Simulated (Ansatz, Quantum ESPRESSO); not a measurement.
## Na3HSe (Pm-3m): third-order response: relaxing the cell and atoms

Quantum ESPRESSO 8.0 development, patched; DFT LDA, scalar-relativistic, plane waves, PseudoDojo norm-conserving pseudopotentials.

The structure is cubic, space group Pm-3m (No. 221). Conventional cell: a = 5.700 Å, b = 5.700 Å, c = 5.700 Å, α = 90.00°, β = 90.00°, γ = 90.00°. H has 12 Na at 4.03 Å nearest. Nearest to Se lie 6 Na at 2.85 Å. Nearest to Na lie 2 Se at 2.85 Å. Farther neighbours and most contacts between anions are not listed.

The steps of the relaxation:

```tsv
step	energy less that of the first step (eV)	largest force (eV/Å)	pressure (GPa)	volume (Å³)
1	0.0000	0.0000	-2.45	185.19
2	-0.0346	0.0000	-2.37	182.89
3	-0.0837	0.0000	-2.23	179.47
4	-0.1505	0.0000	-2.00	174.42
5	-0.2333	0.0000	-1.57	167.03
6	-0.3121	0.0000	-0.73	156.34
7	-0.3277	0.0000	0.17	148.10
8	-0.3284	0.0000	-0.01	149.55
9	-0.3284	0.0000	0.00	149.45
10	-0.3284	0.0000	0.00	149.45
11	-0.3277	0.0000	0.00	149.45
```

```tsv
conventional cell, symmetrised	before	after	change
a (Å)	5.700	5.307	-6.9 %
b (Å)	5.700	5.307	-6.9 %
c (Å)	5.700	5.307	-6.9 %
volume (Å³/atom)	37.04	29.89	-19.3 %
```

The relaxed structure:

```xyz
5
Lattice="5.3068 0.0000 0.0000 0.0000 5.3068 0.0000 0.0000 0.0000 5.3068" Properties=species:S:1:pos:R:3 pbc="T T T"
H     0.0000    0.0000    0.0000
Se    2.6534    2.6534    2.6534
Na    2.6534    2.6534    0.0000
Na    2.6534    0.0000    2.6534
Na    0.0000    2.6534    2.6534
```

The last row of the table of steps is pw.x's closing run on a basis chosen anew for the final cell, so its energy can jump.

Numbers from this step:

```
volume per atom   : 29.89 Å³
pressure          : 0.002 GPa
gap on the k-mesh : 1.730 eV
```

The volume changes by -19.3 % from the cell with which this run began.

Q: Write an input that reproduces this.

The system, level and task follow from the heading and the kind of results. Meshes, cutoffs and thresholds can't be read from the results; these are the ones that the run used.

Input file relax.in:

```
 &control
    calculation='vc-relax',
    prefix='x',
    outdir='./tmp',
    pseudo_dir='./pseudo',
    tprnfor=.true.,
    tstress=.true.,
    forc_conv_thr=2.0d-05,
    etot_conv_thr=1.0d-07,
    nstep=40,
 /
 &system
    ibrav=1,
    celldm(1)=10.77143891,
    nat=5,
    ntyp=3,
    ecutwfc=106,
    occupations='fixed',
    nbnd=24,
 /
 &electrons
    conv_thr=1.0d-11,
    mixing_beta=0.7,
    electron_maxstep=100,
 /
 &ions
 /
 &cell
    press_conv_thr=0.2,
 /
ATOMIC_SPECIES
 H       1.0080  H.upf
 Se     78.9710  Se.upf
 Na     22.9898  Na.upf
ATOMIC_POSITIONS crystal
 H      0.000000000   0.000000000   0.000000000
 Se     0.500000000   0.500000000   0.500000000
 Na     0.500000000   0.500000000   0.000000000
 Na     0.500000000   0.000000000   0.500000000
 Na     0.000000000   0.500000000   0.500000000
K_POINTS automatic
 4 4 4 0 0 0
```

Started as:

```sh
OMP_NUM_THREADS=1 mpirun -n 4 pw.x -nk 4 -in relax.in > relax.out
```

[Host names and launcher messages were left out of these logs when they were recorded.]

[Logs are printed without paths, hosts, clocks, repeated set-up lines and the standing remarks that a program may print on its own settings, such as how far it seeks lower states.]

[Hosts, paths, dates, database ids (printed as entryN), source tags and the programs' standing remarks are cut or masked in the printed files.]
